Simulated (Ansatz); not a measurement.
# Ti2CF2 monolayer: from the cell to its phonons, part 2 of 3

Task: relax Ti2CF2 monolayer, then find its harmonic phonons.

Ansatz 0.2.0; DFT PBEsol, scalar-relativistic, plane waves, PAW.

So far. Step 2 (Coarse relaxation): The program solves this slab on a cell height of its own, 33.2 Å, in place of the one typed.

### Step 4. Tight relaxation

Phonons need a cell at rest on their own settings, so the relaxation is repeated with tight tolerances on forces and stress, using the mesh and the filling of the phonon run that follows.

Input file input.yaml:

```yaml
crystal:
  lattice:
    - [3.0170622485, 0.0, 0.0]
    - [-1.5085311243, 2.612852552, 0.0]
    - [0.0, 0.0, 33.2]
  atoms:
    - { symbol: C, position: [0.0, 0.0, 0.3012048193] }
    - { symbol: Ti, position: [0.3333333333, 0.6666666667, 0.335307479] }
    - { symbol: Ti, position: [0.6666666667, 0.3333333333, 0.2671021595] }
    - { symbol: F, position: [0.6666666667, 0.3333333333, 0.3725574983] }
    - { symbol: F, position: [0.3333333333, 0.6666666667, 0.2298521402] }
  periodic: [true, true, false]
kpoints:
  mp_grid: { grid: [18, 18, 1] }
hamiltonian:
  xc: pbesol
scf:
  occupations: { method: methfessel_paxton, width: 0.15 }
output:
  forces: true
  stress: true
  eigenvalues: true
  write_density: true
  write_potential: true
  elf: true
  volumetric_format: npy
relax:
  adjacent_minimum: "off"
  f_tol: 0.001
  max_steps: 60
  cell: { stress_2d_tol: 0.002 }
```

Command:

```console
$ ansatz run input.yaml --threads 8 --pin off --max-ram 14336MiB --backend cpu --events-out ev --progress --plain --runs-dir out
```

Numbers of over 12 decimals in the logs are rounded to 6 here.

Log:

```text
[...]
Crystal: 5 atoms, lattice volume = 261.720 Å³
Basis set: ecut = 420 eV, 5031 PW (Γ), exchange–correlation on 48×48×450 points (8 copies of the dense FFT grid, shifted against one another)
Bands: 26, of which v1, the nominal top of the filled ones, is band 21 counted from 1 (20 counted from 0)
Symmetry: 12 space group operations
[...]
k-points: 37 of 324
[...]
cell:  # Å, volume = 261.6994 Å³
    - [3.016942, 2.8866448005054352e-11, 0]
    - [-1.508471, 2.612749, 0]
    - [0, 0, 33.2]
  atoms:
    - { symbol: C, position: [0, 0, 0.301205] }
    - { symbol: Ti, position: [0.333333, 0.666667, 0.335303] }
    - { symbol: Ti, position: [0.666667, 0.333333, 0.267106] }
    - { symbol: F, position: [0.666667, 0.333333, 0.372569] }
    - { symbol: F, position: [0.333333, 0.666667, 0.229841] }
[key lines of the parts left out:]
SCF converged after 7 iterations
Free energy (F): -6801.068243 eV
Fermi energy:    -4.690463 eV
P = ½ c Tr σ = 0.0004 N/m
```

It took 9.6 s on 8 threads of Arm Neoverse V2, shared host; peak memory 0.9 GiB.

Little changed from the start: no atom moved by 0.005 Å and no cell edge by 0.1 %.

Valence density in the ac plane at fractional y = 0.333, with atoms of Ti and F within 0.2 Å of it. It is the smooth field of the valence electrons, not physical close to the nuclei.

Values in units of 1e0 e/Å³, 24 rows by 16 columns, each cell a mean:
```
0.0 0.0 0.0 0.0 0.0 0.0 0.0 0.0 0.0 0.0 0.0 0.0 0.0 0.0 0.0 0.0
0.0 0.0 0.0 0.0 0.0 0.0 0.0 0.0 0.0 0.0 0.0 0.0 0.0 0.0 0.0 0.0
0.0 0.0 0.0 0.0 0.0 0.0 0.0 0.0 0.0 0.0 0.0 0.0 0.0 0.0 0.0 0.0
0.0 0.0 0.0 0.0 0.0 0.0 0.0 0.0 0.0 0.0 0.0 0.0 0.0 0.0 0.0 0.0
0.0 0.0 0.0 0.0 0.0 0.0 0.0 0.0 0.0 0.0 0.0 0.0 0.0 0.0 0.0 0.0
0.0 0.0 0.0 0.0 0.0 0.0 0.0 0.0 0.0 0.0 0.0 0.0 0.0 0.0 0.0 0.0
0.0 0.0 0.0 0.0 0.0 0.0 0.0 0.0 0.0 0.0 0.0 0.0 0.0 0.0 0.0 0.0
0.0 0.0 0.0 0.0 0.0 0.0 0.0 0.0 0.0 0.0 0.0 0.0 0.0 0.0 0.0 0.0
0.0 0.0 0.0 0.0 0.0 0.0 0.0 0.0 0.0 0.0 0.0 0.0 0.0 0.0 0.0 0.0
0.0 0.0 0.0 0.0 0.0 0.0 0.0 0.0 0.0 0.0 0.0 0.0 0.0 0.0 0.0 0.0
0.0 0.0 0.0 0.0 0.0 0.0 0.0 0.0 0.0 0.0 0.0 0.0 0.0 0.0 0.0 0.0
0.0 0.0 0.0 0.0 0.0 0.0 0.0 0.0 0.0 0.0 0.0 0.0 0.0 0.0 0.0 0.0
0.0 0.0 0.0 0.0 0.0 0.0 0.0 0.0 0.0 0.0 0.0 0.0 0.0 0.0 0.0 0.0
0.0 0.0 0.0 0.0 0.0 0.0 0.0 0.0 0.0 0.0 0.0 0.0 0.0 0.0 0.0 0.0
0.1 0.0 0.0 0.0 0.0 0.1 0.2 0.4 1.1 2.4 3.7 3.9 2.9 1.5 0.6 0.2
0.3 0.3 0.4 0.4 0.4 0.3 0.3 0.5 1.1 2.3 3.4 3.6 2.7 1.4 0.7 0.4
0.4 0.5 0.6 0.6 0.6 0.5 0.4 0.3 0.3 0.3 0.3 0.3 0.3 0.3 0.3 0.4
0.3 0.3 0.3 0.3 0.3 0.3 0.5 1.3 3.2 5.5 6.9 7.1 6.0 3.9 1.8 0.7
0.2 0.3 0.3 0.3 0.3 0.2 0.2 0.1 0.2 0.2 0.3 0.3 0.2 0.2 0.1 0.1
0.0 0.0 0.0 0.0 0.0 0.0 0.0 0.0 0.0 0.0 0.0 0.0 0.0 0.0 0.0 0.0
0.0 0.0 0.0 0.0 0.0 0.0 0.0 0.0 0.0 0.0 0.0 0.0 0.0 0.0 0.0 0.0
0.0 0.0 0.0 0.0 0.0 0.0 0.0 0.0 0.0 0.0 0.0 0.0 0.0 0.0 0.0 0.0
0.0 0.0 0.0 0.0 0.0 0.0 0.0 0.0 0.0 0.0 0.0 0.0 0.0 0.0 0.0 0.0
0.0 0.0 0.0 0.0 0.0 0.0 0.0 0.0 0.0 0.0 0.0 0.0 0.0 0.0 0.0 0.0
```
Columns run along a (3.0 Å), rows up along c (33.2 Å). Atoms in or near the plane, at fractional coordinates: Ti at (0.67, 0.27), F at (0.67, 0.37).

Electrostatic potential energy in the ac plane at fractional y = 0.333, with atoms of Ti and F within 0.2 Å of it. With pseudopotentials it is smooth inside the atoms' cores, unlike the true potential.

Ten even steps from '0' (-30 eV) to '9' (0 eV), each cell a mean:
```
9999999999999999
9999999999999999
9999999999999999
9999999999999999
9999999999999999
9999999999999999
9999999999999999
9999999999999999
9999999999999999
9999999999999999
9999999999999999
9999999999999999
9999999999999999
9999999999999999
9999999865445579
6555567654444567
7665667777667777
6788764100000002
8888888876666778
9999999999999999
9999999999999999
9999999999999999
9999999999999999
9999999999999999
```
Columns run along a (3.0 Å; values clipped at the 3rd and 97th percentile), rows up along c (33.2 Å). Atoms in or near the plane, at fractional coordinates: Ti at (0.67, 0.27), F at (0.67, 0.37).

ELF in the ac plane at fractional y = 0.333, with atoms of Ti and F within 0.2 Å of it. It is the smooth field of the valence electrons, not physical close to the nuclei.

Ten even steps from '_' (0.00) to '@' (0.65), each cell a mean:
```
________________________________
________________________________
________________________________
________________________________
________________________________
________________________________
________________________________
________________________________
________________________________
________________________________
________________________________
________________________________
________________________________
________________________________
--..______::++%%@@@@@@@@@@@@%%**
::..::::::::--++############**==
**########**++==------------==++
::--==++==::::++%%##++++##%%##--
==**######++--................::
__........______________________
________________________________
________________________________
________________________________
________________________________
```
Columns run along a (3.0 Å), rows up along c (33.2 Å). Atoms in or near the plane, at fractional coordinates: Ti at (0.67, 0.27), F at (0.67, 0.37).

The largest force component left is 0.67 meV/Å, within the tolerances set.

### Step 5. Zone-centre response

The zone centre comes first: it holds the modes that light can see, as far as symmetry allows. No field response is asked, since the mesh shows no gap.

Input file input.yaml:

```yaml
crystal:
  lattice:
    - [3.0169421057, 0.0, 0.0]
    - [-1.5084710529, 2.6127485053, 0.0]
    - [0.0, 0.0, 33.2]
  atoms:
    - { symbol: C, position: [0.0, 0.0, 0.3012048193] }
    - { symbol: Ti, position: [0.3333333333, 0.6666666667, 0.3353032355] }
    - { symbol: Ti, position: [0.6666666667, 0.3333333333, 0.267106403] }
    - { symbol: F, position: [0.6666666667, 0.3333333333, 0.3725686322] }
    - { symbol: F, position: [0.3333333333, 0.6666666667, 0.2298410063] }
  periodic: [true, true, false]
kpoints:
  mp_grid: { grid: [18, 18, 1] }
hamiltonian:
  xc: pbesol
scf:
  occupations: { method: methfessel_paxton, width: 0.15 }
output:
  eigenvalues: true
phonons:
  method: dfpt
```

Log:

```text
Warning: crystal.symmetry: narrowed to the stabiliser of the run's FFT grids — unitary ops 12 → 6. A phonons.method: dfpt run fills in the rows of the dynamical matrix that it does not solve by its symmetry operations, which is exact only for operations that map its FFT grids onto themselves: filled in by any other, the frequencies could depend on the order in which like atoms are typed, or, by more than the grids' own error, on where the crystal sits among the grids' points. Excluded: 6 operations. The run can therefore solve more perturbations, solve them on more k-points, or both, and cost more. [rest of the remark cut]
[...]
Crystal: 5 atoms, lattice volume = 261.699 Å³
Basis set: ecut = 420 eV, 5031 PW (Γ), exchange–correlation on 48×48×450 points (8 copies of the dense FFT grid, shifted against one another)
Bands: 26, of which v1, the nominal top of the filled ones, is band 21 counted from 1 (20 counted from 0)
Symmetry: 12 space group operations
k-points: 91 of 324 (irreducible under 2 space group operations, time reversal used)
[...]
SCF iter   1: F=—  HF=-6801.090126 eV  |F-HF|=—  |Δ(HF+E_count)|=         —  Δρ=6.47e-3  dr2=9.59e-2  ethr=1.77e-3  ⟨swp⟩=9.2  Hψ=14615  notcnv=0
[...]
SCF iter  10: F=-6801.068243 eV  HF=-6801.068243 eV  |F-HF|=5.82e-11  |Δ(HF+E_count)|=  3.39e-10  S|Δr|=    0.00e0  Δρ=2.27e-8  dr2=8.84e-13  ethr=1.00e-12  ⟨swp⟩=16.4  Hψ=18699  notcnv=0
SCF 1 converged in 10 iterations: F = -6801.068243 eV  dr2 = 8.84e-13
[...]
DFPT response loops at Γ: preconditioner auto → none (partly filled bands, converged f_vac=0.781); β = 0.50; Broyden in place of MSR1
SCF converged after 10 iterations
[...]
Free energy (F): -6801.068243 eV
[...]
Internal energy: -6801.068339 eV  (E = F + TS)
E sigma→0 (E₀):  -6801.068267 eV
Entropy (-TS):   0.000096 eV (0.019 meV/atom)
Fermi energy:    -4.690461 eV
[...]
--- Band table (eV; the first three rows and the last of 91) ---
  k-point 0: bands = [... 17 lower, -8.5867, -7.3607, -7.3607, -4.7352, -4.7352, -4.4726, -3.0343, -3.0343, ... 1 higher]
  k-point 1: bands = [... 17 lower, -8.5624, -7.4828, -7.3872, -4.7925, -4.6764, -4.4389, -3.0726, -3.0311, ... 1 higher]
  k-point 2: bands = [... 17 lower, -8.5074, -7.7951, -7.4540, -4.9834, -4.5102, -4.3122, -3.1299, -3.0208, ... 1 higher]
  k-point 90: bands = [... 17 lower, -9.2627, -8.6542, -8.2566, -4.8444, -4.2616, -2.9442, -2.6656, -2.6252, ... 1 higher]
--- Phonons (Γ-DFPT): 10 representative perturbations + reference, on 91 of 324 k-points (Σ response iterations 50) ---
  ASR residual: 3.166e-5 → 0.000e0 eV/Å²; symmetrization residual: 1.051e-5 eV/Å²
  The last average, over the group as it would stand without the narrowing to the FFT grids, took up to 3.459e-6 eV/Å² of the zone centre's force constants
  ASR residual per site (eV/Å²): 3.17e-5 2.67e-5 2.50e-5 5.61e-6 7.06e-6
  Γ frequencies (cm⁻¹): 0.00 0.00 0.00 201.46 201.46 274.92 274.92 275.87 275.87 291.92 471.71 517.06 698.44 705.28 705.28
  non-analytic LO–TO correction: not included (Born effective charges unavailable; polar crystals: no LO–TO splitting at Γ)
```

Run time: 96 s. Hardware: 8 threads; peak memory 2.5 GiB; 12 min of CPU time.

Reading the cycles: dr2 is the Hartree energy of the density residual (eV), the measure of convergence; HF is the Harris–Foulkes estimate of the energy, which meets the free energy F at convergence.

This step gave:

* sum-rule residual before enforcement: 3.17e-5 eV/Å²
* point group: -3m
* highest optical mode at the zone centre (no LO-TO term): 705.3 cm⁻¹
* lowest optical zone-centre mode: 201.5 cm⁻¹

Patterns of degenerate modes are one choice out of their space. Modes at Γ, with each element's share of the kinetic energy:

```csv
mode,frequency (cm⁻¹),symmetry,C %,Ti %,F %
1,0.0,acoustic,8,66,26
2,0.0,acoustic,8,66,26
3,0.0,acoustic,8,66,26
4,201.5,Eg,0,40,60
5,201.5,Eg,0,40,60
6,274.9,Eu,2,24,74
7,274.9,Eu,2,24,74
8,275.9,Eg,0,60,40
9,275.9,Eg,0,60,40
10,291.9,A1g,0,43,57
11,471.7,A2u,5,22,74
12,517.1,A1g,0,57,43
13,698.4,A2u,87,13,0
14,705.3,Eu,90,10,0
15,705.3,Eu,90,10,0
```

Displacements in mode 5 (201.5 cm⁻¹), the largest set to 1:
```
C1   0.00  0.00  0.00
Ti2  0.38 -0.52  0.00
Ti3 -0.38  0.52  0.00
F4   0.73 -1.00  0.00
F5  -0.73  1.00  0.00
```

Displacements in mode 7 (274.9 cm⁻¹), the largest set to 1:
```
C1   0.00 -0.29  0.00
Ti2  0.00 -0.36  0.00
Ti3  0.00 -0.36  0.00
F4   0.00  1.00  0.00
F5   0.00  1.00  0.00
```

Before it was imposed, the acoustic sum rule was missed by 3.2e-5 eV/Å². Small misses are needed for a sound result but don't prove that mesh and cutoff are converged. The lowest optical mode is real, 201 cm⁻¹.

### Step 6. The dispersion

Stability and thermal properties need the whole zone. Linear response on a 4×4×1 q mesh gives force constants as far as a supercell of that size would.

input.yaml, as its differences from that of step 5:

```diff
@@ -13,3 +13,3 @@
 kpoints:
-  mp_grid: { grid: [18, 18, 1] }
+  mp_grid: { grid: [20, 20, 1] }
 hamiltonian:
@@ -22 +22,10 @@
   method: dfpt
+  qmesh: [4, 4, 1]
+  temperatures: { t_max: 1000, t_step: 50 }
+  qpath:
+    path:
+      - [0.0, 0.0, 0.0]
+      - [0.5, 0.0, 0.0]
+      - [0.33333333, 0.33333333, 0.0]
+      - [0.0, 0.0, 0.0]
+    npoints: 10
```

Log:

```text
[...]
Crystal: 5 atoms, lattice volume = 261.699 Å³
Basis set: ecut = 420 eV, 5031 PW (Γ), exchange–correlation on 48×48×450 points (8 copies of the dense FFT grid, shifted against one another)
Bands: 26, of which v1, the nominal top of the filled ones, is band 21 counted from 1 (20 counted from 0)
Symmetry: 12 space group operations
k-points: 44 of 400 (irreducible under 6 space group operations, time reversal used)
[...]
SCF iter   1: F=—  HF=-6801.087873 eV  |F-HF|=—  |Δ(HF+E_count)|=         —  Δρ=6.48e-3  dr2=9.67e-2  ethr=1.77e-3  ⟨swp⟩=9.3  Hψ=7133  notcnv=0
[...]
SCF iter  10: F=-6801.065842 eV  HF=-6801.065842 eV  |F-HF|=1.64e-11  |Δ(HF+E_count)|=  5.11e-10  S|Δr|=    0.00e0  Δρ=1.71e-8  dr2=5.68e-13  ethr=1.00e-12  ⟨swp⟩=15.1  Hψ=8402  notcnv=0
SCF 1 converged in 10 iterations: F = -6801.065842 eV  dr2 = 5.68e-13
[...]
phonons: the bands overlap, so this run is a metal and interpolates without the dipole-dipole term. If the crystal is really an insulator or semiconductor, its LO-TO splitting is missing
NSCF: frozen V_eff on 44 k-points
[...]
DFPT response loops at q = (0, 0, 0) (fractional): preconditioner auto → none (partly filled bands, converged f_vac=0.781); β = 0.50; Broyden in place of MSR1
[...]
SCF converged after 10 iterations
[...]
Free energy (F): -6801.065842 eV
[...]
Internal energy: -6801.062221 eV  (E = F + TS)
E sigma→0 (E₀):  -6801.064937 eV
Entropy (-TS):   -0.003620 eV (-0.724 meV/atom)
Fermi energy:    -4.680576 eV
[...]
--- Band table (eV; the first three rows and the last of 44) ---
  k-point 0: bands = [... 17 lower, -8.5861, -7.3598, -7.3598, -4.7329, -4.7329, -4.4707, -3.0319, -3.0319, ... 1 higher]
  k-point 1: bands = [... 17 lower, -8.5662, -7.4595, -7.3814, -4.7785, -4.6851, -4.4443, -3.0641, -3.0299, ... 1 higher]
  k-point 2: bands = [... 17 lower, -8.5187, -7.7218, -7.4377, -4.9336, -4.5486, -4.3426, -3.1184, -3.0100, ... 1 higher]
  k-point 43: bands = [... 17 lower, -9.2384, -9.0848, -8.2068, -4.3388, -3.7341, -3.4616, -2.6802, -2.5627, ... 1 higher]
--- Phonons (Γ-DFPT): 10 representative perturbations + reference (Σ response iterations 46) ---
  ASR residual: 2.588e-5 → 0.000e0 eV/Å²; symmetrization residual: 4.233e-6 eV/Å²
[...]
ASR residual per site (eV/Å²): 2.59e-5 1.48e-6 1.90e-6 1.09e-5 7.16e-6
[...]
--- Phonons (arbitrary-q DFPT): 4 irreducible q on the 4×4×1 mesh ---
  q = [0.0000, 0.0000, 0.0000] (star 1, of the zone-centre solve; hermiticity 3.18e-7, symmetrization 4.17e-11, taken by the last average 8.36e-8): -0.00 -0.00 0.00 201.09 201.09 268.87 268.87 275.19 275.19 291.71 471.88 522.56 699.51 706.15 706.15
  q = [0.0000, 0.2500, 0.0000] (star 6, 15 solved perturbations on 210 of 400 k-point pairs; hermiticity 4.58e-7, symmetrization 1.56e-10, taken by the last average 7.28e-7): 116.28 144.42 218.33 221.96 254.13 257.53 262.47 282.27 306.63 337.44 434.90 445.97 676.91 702.65 704.58
[...]
q = [0.2500, 0.2500, 0.0000] (star 6, 10 solved perturbations in 3050 linear systems a pass and spin channel, the states on 400 of 400 k-point pairs; hermiticity 3.56e-7, symmetrization 1.13e-10, taken by the last average 2.34e-7): 209.61 239.27 241.65 244.31 258.02 259.65 276.69 282.13 303.47 330.75 385.67 401.79 659.72 688.77 693.41
  sum rule: each row above includes the acoustic sum rule's correction from the zone centre's row sums; it moved no ω² by more than (0.77 cm⁻¹)²
  mesh force constants: q→R imaginary residual 3.39e-18; ASR residual 2.588e-5 → 0.000e0 eV/Å²; symmetrization residual 1.421e-14 eV/Å²
  interpolated dispersion: 31 rows × 15 modes
  density of states and harmonic sums: on the 24×24×1 q-mesh, interpolated from the force constants of a 4×4×1 supercell (no non-analytic term)
  largest difference from the sums on the solved wave vectors: F 4.51e-2 eV, S 5.99e-5 and C_V 1.48e-5 eV/K
  zero-point energy: 0.334996 eV/cell   skipped modes (ω ≤ 0): 4, of them read as no rigid motion or as one in doubt: 1 (1.042e-2 modes/cell left out, lowest -3.20 cm⁻¹)   left out of the sums: 1.04e-3 of the cell's modes: C_V's classical limit lies that fraction below 3 k_B per atom; for a crystal, a wire or a layer, F and S can be off by more, and a phonons.interpolated_qmesh denser along its periods is the remedy for the sampling
```

Elapsed: 12 min, on 8 threads; peak memory 5.5 GiB; 1.6 h of CPU time.

This step gave:

| Quantity | Value |
| --- | --- |
| sum-rule residual before enforcement | 2.59e-5 eV/Å² |
| lowest frequency on the path | 0 cm⁻¹ |
| highest frequency on the path or at a solved wavevector | 707.1 cm⁻¹ |
| mean frequency | 360.6 cm⁻¹ |
| highest optical mode at the zone centre (no LO-TO term) | 706.1 cm⁻¹ |
| lowest optical zone-centre mode | 201.1 cm⁻¹ |
| lowest mode on the q mesh (acoustic modes at Γ apart) | 116.3 cm⁻¹ |
| zero-point energy per atom | 67 meV |
| heat capacity at 300 K | 19.23 J/(mol atoms K) |
| vibrational entropy at 300 K | 17.61 J/(mol atoms K) |
| edges of the widest gap between branches, on path and mesh | 522.6, 656.3 cm⁻¹ |

Frequencies (cm⁻¹) solved at each irreducible wavevector; negative means imaginary. Frequencies by wavevector, by row:

```csv
q in reciprocal lattice units,star,mode 1,mode 2,mode 3,mode 4,mode 13,mode 14,mode 15
0 0 0,1,0,0,0,201.1,699.5,706.1,706.1
0 0.25 0,6,116.3,144.4,218.3,222,676.9,702.6,704.6
0 -0.5 0,3,224.1,228.6,234,234,659.3,698.3,700.1
0.25 0.25 0,6,209.6,239.3,241.7,244.3,659.7,688.8,693.4
```

Interpolated from a 4×4×1 q mesh. Phonon branches along the path, in cm⁻¹:

```csv
point,branch 1,branch 2,branch 3,branch 4,branch 12,branch 13,branch 14,branch 15
Γ,0,0,0,201,523,700,706,706
halfway,116,144,218,222,446,677,703,705
M,224,229,234,234,414,659,698,700
halfway,223,237,246,252,401,658,690,695
K,246,246,246,247,380,656,687,687
halfway,136,176,222,242,428,672,699,701
Γ,0,0,0,201,523,700,706,706
```

(Continued in part 3 of 3.)

[Logs are printed without paths, hosts, clocks, repeated set-up lines and the standing remarks that a program may print on its own settings, such as how far it seeks lower states.]

[Hosts, paths, dates, database ids (printed as entryN), source tags and the programs' standing remarks are cut or masked in the printed files.]
